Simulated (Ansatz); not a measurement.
# AgSbSe3 (model cell, started as cubic perovskite with Sb in the octahedra): from the cell to its phonons, part 3 of 3

Task: relax AgSbSe3 (model cell, started as cubic perovskite with Sb in the octahedra), then find its harmonic phonons.

Ansatz 0.2.0; DFT PBEsol, scalar-relativistic, plane waves, PAW; PAW set soft_1.

So far. Step 4 (Relaxing to small forces for the phonons): The forces vanish by symmetry and the pressure is 0.004 GPa, within the tolerances set. The cell now holds 28.48 Å³/atom. Step 5 (Linear response at the zone centre): Before it was imposed, the acoustic sum rule was missed by 1.1e-4 eV/Å². Small misses are needed for a sound result but don't prove that mesh and cutoff are converged. The relaxed cell has a = 5.222 Å (conventional setting).

The structure was built from a prototype and need not be the compound's stable phase.

**6. Response at finite wavevector**

Stability and thermal properties need the whole zone. Linear response on a 2×2×2 q mesh gives force constants as far as a supercell of that size would.

input.yaml

```yaml
crystal:
  lattice:
    - [5.2222568262, 0.0, 0.0]
    - [0.0, 5.2222568262, 0.0]
    - [0.0, 0.0, 5.2222568262]
  atoms:
    - { symbol: Ag, position: [0.0, 0.0, 0.0] }
    - { symbol: Sb, position: [0.5, 0.5, 0.5] }
    - { symbol: Se, position: [0.5, 0.5, 0.0] }
    - { symbol: Se, position: [0.5, 0.0, 0.5] }
    - { symbol: Se, position: [0.0, 0.5, 0.5] }
kpoints:
  mp_grid: { grid: [8, 8, 8] }
hamiltonian:
  xc: pbesol
  pseudopotentials: { kind: paw, azcp: { folder: soft_1 }, xc_functional: pbe }
scf:
  occupations: { method: methfessel_paxton, width: 0.2 }
output:
  eigenvalues: true
phonons:
  method: dfpt
  qmesh: [2, 2, 2]
  temperatures: { t_max: 1000, t_step: 50 }
  qpath:
    path:
      - [[0.0, 0.0, 0.0], [0.0, 0.5, 0.0], [0.5, 0.5, 0.0], [0.0, 0.0, 0.0], [0.5, 0.5, 0.5], [0.0, 0.5, 0.0]]
      - [[0.5, 0.5, 0.5], [0.5, 0.5, 0.0]]
    npoints: 10
```

On the command line:

```sh
ansatz run input.yaml --threads 4 --pin off --max-ram 16384MiB --backend cpu --events-out ev --progress --plain --runs-dir out
```

Numbers of over 12 decimals in the logs are rounded to 6 here.

Log:

```text
[...]
Crystal: 5 atoms, lattice volume = 142.421 Å³
Basis set: ecut = 420 eV, 2801 PW (Γ), exchange–correlation on 72×72×72 points (8 copies of the dense FFT grid, shifted against one another)
Bands: 50, of which v1, the nominal top of the filled ones, is band 41 counted from 1 (40 counted from 0)
Symmetry: 48 space group operations
k-points: 35 of 512
[...]
SCF iter   1: F=—  HF=-30200.930644 eV  |F-HF|=—  |Δ(HF+E_count)|=         —  Δρ=3.66e-2  dr2=2.48e0  ethr=3.10e-3  ⟨swp⟩=6.8  Hψ=6799  notcnv=0  defer=4
[...]
SCF iter  11: F=-30200.169115 eV  HF=-30200.169115 eV  |F-HF|=1.09e-11  |Δ(HF+E_count)|=  3.64e-12  S|Δr|=    0.00e0  Δρ=1.15e-8  dr2=1.51e-13  ethr=1.00e-12  ⟨swp⟩=13.2  Hψ=9705  notcnv=0
SCF 1 converged in 11 iterations: F = -30200.169115 eV  dr2 = 1.51e-13
[...]
SCF iter   5: F=-30200.169115 eV  HF=-30200.169115 eV  |F-HF|=3.64e-12  |Δ(HF+E_count)|=  1.09e-11  S|Δr|=    0.00e0  Δρ=8.12e-8  dr2=3.52e-12  ethr=1.00e-12  ⟨swp⟩=5.3  Hψ=4344  notcnv=0
SCF 2 converged in 5 iterations: F = -30200.169115 eV  dr2 = 3.52e-12
phonons: the bands overlap, so this run is a metal and interpolates without the dipole-dipole term. If the crystal is really an insulator or semiconductor, its LO-TO splitting is missing
NSCF: frozen V_eff on 35 k-points
WARN: eigensolver did not converge (k=22): 1 band(s) unlocked after 20 sweeps at ethr=2.61e-12 eV (storage-precision floor; scheduled 1.00e-12 eV) (lowest unlocked band 49, counted from 0; max residual 3.42e-6 eV among the unlocked bands, 3.56e-6 eV over every band; other slots of this pass that fall short are told together in one closing line; warning suppressed until the next SCF loop or pass starts)
WARN: eigensolver did not converge in 4 slots of this pass, the one above among them; of largest residual over every band (k=30): 1 band(s) unlocked (lowest unlocked band 49, counted from 0; max residual 6.41e-6 eV among the unlocked bands, 6.41e-6 eV over every band); of lowest unlocked band (k=22): band 49
[...]
DFPT response loops at q = (0, 0, 0) (fractional): preconditioner auto → Kerker (q_TF=auto, 2.488 Å⁻¹) (partly filled bands, converged f_vac=0.046); β = 1.00, the filter's whole step (`scf.mixing.beta` (0.50) is not read by the response loops under this deck's `scf.mixing.preconditioner`; to damp them name `kerker` or `kerker_dos`, under which they read `scf.mixing.beta`, and type it under 1.00, their step now; both keys bind the ground state too); Broyden in place of MSR1
[...]
SCF converged after 11 iterations
[...]
Free energy (F): -30200.169115 eV
[...]
Internal energy: -30200.159367 eV  (E = F + TS)
E sigma→0 (E₀):  -30200.166678 eV
Entropy (-TS):   -0.009748 eV (-1.950 meV/atom)
Fermi energy:    6.733969 eV
[...]
--- Band table (eV; the first three rows and the last of 35) ---
  k-point 0: bands = [... 37 lower, 6.0098, 6.0098, 6.0623, 6.0623, 6.0623, 7.1247, 12.1877, 12.1877, ... 5 higher]
  k-point 1: bands = [... 37 lower, 5.9101, 5.9101, 6.0450, 6.0785, 6.0785, 7.5630, 12.2167, 12.3635, ... 5 higher]
  k-point 2: bands = [... 37 lower, 5.6373, 5.6373, 6.0065, 6.1637, 6.1637, 8.3188, 11.5196, 12.2921, ... 5 higher]
  k-point 34: bands = [... 37 lower, 5.4650, 7.1491, 7.2784, 7.2784, 7.2784, 7.6196, 7.6196, 7.6196, ... 5 higher]
--- Phonons (Γ-DFPT): 4 representative perturbations + reference (Σ response iterations 12) ---
  ASR residual: 1.169e-4 → 0.000e0 eV/Å²; symmetrization residual: 2.619e-5 eV/Å²
  ASR residual per site (eV/Å²): 4.18e-5 1.16e-4 1.17e-4 1.17e-4 1.17e-4
[...]
--- Phonons (arbitrary-q DFPT): 4 irreducible q on the 2×2×2 mesh ---
  q = [0.0000, 0.0000, 0.0000] (star 1, of the zone-centre solve; hermiticity 7.89e-6, symmetrization 1.64e-11): -97.50 -97.50 -97.50 -76.02 -76.02 -76.02 -54.47 -54.47 -54.47 -0.00 0.00 0.00 181.38 181.38 181.38
  q = [0.0000, 0.0000, -0.5000] (star 3, 9 solved perturbations in 975 linear systems a pass and spin channel, the states on 125 of 512 k-point pairs; hermiticity 3.24e-6, symmetrization 1.18e-8): -104.12 -100.44 -92.08 -92.08 -87.60 -87.60 -55.31 -46.49 -46.49 -22.10 -22.10 154.37 185.94 185.94 191.23
[...]
sum rule: each row above includes the acoustic sum rule's correction from the zone centre's row sums; it moved no ω² by more than (0.63 cm⁻¹)²
  mesh force constants: q→R imaginary residual 2.60e-18; ASR residual 1.169e-4 → 0.000e0 eV/Å²; symmetrization residual 3.997e-15 eV/Å²
  interpolated dispersion: 62 rows × 15 modes
  density of states and harmonic sums: on the 12×12×12 q-mesh, interpolated from the force constants of a 2×2×2 supercell (no non-analytic term)
  largest difference from the sums on the solved wave vectors: F 1.81e-1 eV, S 2.59e-4 and C_V 7.87e-5 eV/K
  zero-point energy: 0.053103 eV/cell   skipped modes (ω ≤ 0): 787, of them read as no rigid motion or as one in doubt: 784 (9.212e0 modes/cell left out, lowest -106.51 cm⁻¹)   left out of the sums: 6.14e-1 of the cell's modes: C_V's classical limit lies that fraction below 3 k_B per atom; for a crystal, a wire or a layer, F and S can be off by more, and a phonons.interpolated_qmesh denser along its periods is the remedy for the sampling
```

Run time: 10 min. Hardware: 4 threads of Arm Neoverse V1, shared host; peak memory 2.3 GiB; 39 min of CPU time.

This step gave:

* sum-rule residual before enforcement: 1.17e-4 eV/Å²
* lowest frequency on the path: -106.5 cm⁻¹
* highest frequency on the path or at a solved wavevector: 208.3 cm⁻¹
* lowest mode on the q mesh (acoustic modes at Γ apart): -106.5 cm⁻¹

Frequencies (cm⁻¹) solved at each irreducible wavevector; negative means imaginary. Frequencies by wavevector, by row:

```
q in reciprocal lattice units  star  mode 1  mode 2  mode 3  mode 4  mode 13  mode 14  mode 15
                        0 0 0     1   -97.5   -97.5   -97.5     -76    181.4    181.4    181.4
                     0 0 -0.5     3  -104.1  -100.4   -92.1   -92.1    185.9    185.9    191.2
                  0 -0.5 -0.5     3  -106.5  -106.5   -89.5   -87.9      185    189.8    202.7
               -0.5 -0.5 -0.5     1   -97.6   -97.6   -97.6   -93.4    190.6    190.6    208.3
```

Interpolated from a 2×2×2 q mesh. The phonon branches at the labelled points (cm⁻¹):

```
    point  branch 1  branch 2  branch 3  branch 4  branch 12  branch 13  branch 14  branch 15
        Γ       -98       -98       -98       -76          0        181        181        181
  halfway      -100       -96       -96       -89        100        184        184        190
        X      -104      -100       -92       -92        154        186        186        191
  halfway      -105       -98       -95       -90        155        187        188        198
        M      -106      -106       -90       -88        156        185        190        203
  halfway      -101       -94       -94       -90        104        186        188        195
        Γ       -98       -98       -98       -76          0        181        181        181
  halfway       -99       -99       -91       -90        106        190        190        199
        R       -98       -98       -98       -93        159        191        191        208
  halfway       -99       -97       -96       -94        156        189        192        202
        X      -104      -100       -92       -92        154        186        186        191
jump to R       -98       -98       -98       -93        159        191        191        208
  halfway      -101      -101       -92       -92        157        188        193        206
        M      -106      -106       -90       -88        156        185        190        203
```

Tetrahedra on a 12×12×12 mesh, mean over bins of 5 cm-1. Interpolated from a 2×2×2 q mesh. Table of phonon density of states by wavenumber; read off at these points:

```
wavenumber (cm⁻¹)  phonon density of states (1/cm⁻¹/cell)
             -108                                  0.0114
              -98                                   0.250
              -92                                   0.395
              -88                                   0.275
              -72                                       0
              -62                                       0
              -52                                   0.180
              -48                                   0.254
              -42                                  0.0813
              -32                                       0
              -22                                 0.00116
               -8                                 0.00851
                2                                 0.00882
               12                                  0.0100
               22                                  0.0107
               32                                  0.0152
               42                                  0.0123
               58                                  0.0123
               68                                  0.0170
               78                                  0.0141
               88                                  0.0141
               98                                  0.0141
              108                                  0.0183
              122                                  0.0174
              132                                  0.0286
              142                                  0.0250
              152                                  0.0661
              162                                       0
              172                                       0
              188                                   0.287
              198                                  0.0589
              208                                  0.0170
```

The partial phonon density of states has structure finer than the step of the table below, so its rows give means over 10 cm⁻¹, whole bins alone (the curve runs from -116 to 224 cm⁻¹). Peaks (cm⁻¹: height): Ag -94.8: 0.0343, -47.7: 0.176; Sb -17.7: 0.0111, 33.7: 0.0328, 76.5: 0.0435, 110.8: 0.0520, 138.7: 0.0629, 153.7: 0.0766, 187.9: 0.0495; Se -92.7: 0.328, 187.9: 0.197.

Phonopy on the run's constants, 11x11x11 mesh, Gaussian sigma 2.4 cm-1. Interpolated from a 2×2×2 q mesh. The partial phonon density of states by wavenumber; means over each step; values in 1/cm⁻¹/cell:

```
wavenumber (cm⁻¹)       Ag       Sb       Se
             -110  0.00176   5.9e-4   0.0181
             -100   0.0239  0.00618    0.179
              -90   0.0199  0.00485    0.276
              -80  0.00151   5.2e-4   0.0665
              -70   4.5e-5   1.6e-6  0.00126
              -60   0.0437   7.1e-4  0.00332
              -50    0.157  0.00519   0.0267
              -40   0.0488   6.1e-4   0.0134
              -30   4.6e-4   2.1e-4   2.9e-4
              -20   8.2e-4  0.00730  0.00490
              -10   9.6e-4  0.00496  0.00378
                0   1.3e-4   7.9e-4   5.2e-4
               10   2.8e-6  0.00168   5.7e-4
               20   2.0e-6   4.3e-4   1.5e-4
               30   8.0e-4   0.0140  0.00894
               40   3.3e-4   0.0196  0.00899
               50   8.0e-7  0.00133   4.4e-4
               60        0   1.3e-5   7.6e-6
               70   5.9e-5   0.0120  0.00552
               80   4.8e-5   0.0263  0.00995
               90        0   4.5e-4   1.4e-4
              100   3.0e-7  0.00103   3.8e-4
              110   2.2e-5   0.0346   0.0110
              120   1.2e-6  0.00592  0.00161
              130   2.0e-6  0.00688  0.00148
              140   1.1e-5   0.0382  0.00729
              150   6.3e-6   0.0334  0.00202
              160   2.3e-6   0.0187   9.1e-4
              170        0   7.2e-6   1.4e-5
              180        0  0.00964   0.0323
              190   2.2e-6   0.0354    0.147
              200        0  0.00753   0.0563
              210        0   8.4e-4   0.0116
```

Symmetry leaves 4 wavevectors to solve. The lowest mode among them, the acoustic zeros apart, lies at q = (0, -0.5, -0.5) and is imaginary, 106.5i cm⁻¹, so the energy falls along it.

**7. Summary of results**

| Property | Result |
| --- | --- |
| space group after relaxation (within 0.01 Å) | Pm-3m |
| volume per atom | 28.5 Å³ |
| electronic character | no gap on this mesh |
| highest optical mode at the zone centre (no LO-TO term) | 181 cm⁻¹ |
| lowest optical zone-centre mode | -97.5 cm⁻¹ |
| lowest mode on the q mesh (acoustic modes at Γ apart) | -107 cm⁻¹ |
| highest frequency on the path or at a solved wavevector | 208 cm⁻¹ |
| imaginary modes on the 2×2×2 q mesh | yes |

**Reading.** Modes are clearly imaginary (beyond 10i cm⁻¹) at 4 of the 4 irreducible wavevectors, most at q = (0, -0.5, -0.5) (106.5i cm⁻¹), so this structure is not a minimum of the energy. The optical modes at Γ span -98 to 181 cm⁻¹ (negative means imaginary). The highest mode in this list at Γ, 181.4 cm⁻¹, is mostly motion of Se (73 % of the kinetic energy). With no gap, or one that is small against the smearing, the frequencies hang on the k mesh and the smearing, most of all near Kohn anomalies. Spin-orbit coupling is left out, which can matter for the heavy elements here. The PAW files were made for PBE and serve the other functionals too. A phonon run warned that its eigensolver left some bands unconverged in a pass. The starting cell was built on a prototype and not taken from a measurement, so the phase need not exist. These are harmonic frequencies at zero temperature: anharmonic shifts, linewidths and thermal expansion are left out.

[Logs are printed without paths, hosts, clocks, repeated set-up lines and the standing remarks that a program may print on its own settings, such as how far it seeks lower states.]

[Hosts, paths, dates, database ids (printed as entryN), source tags and the programs' standing remarks are cut or masked in the printed files.]
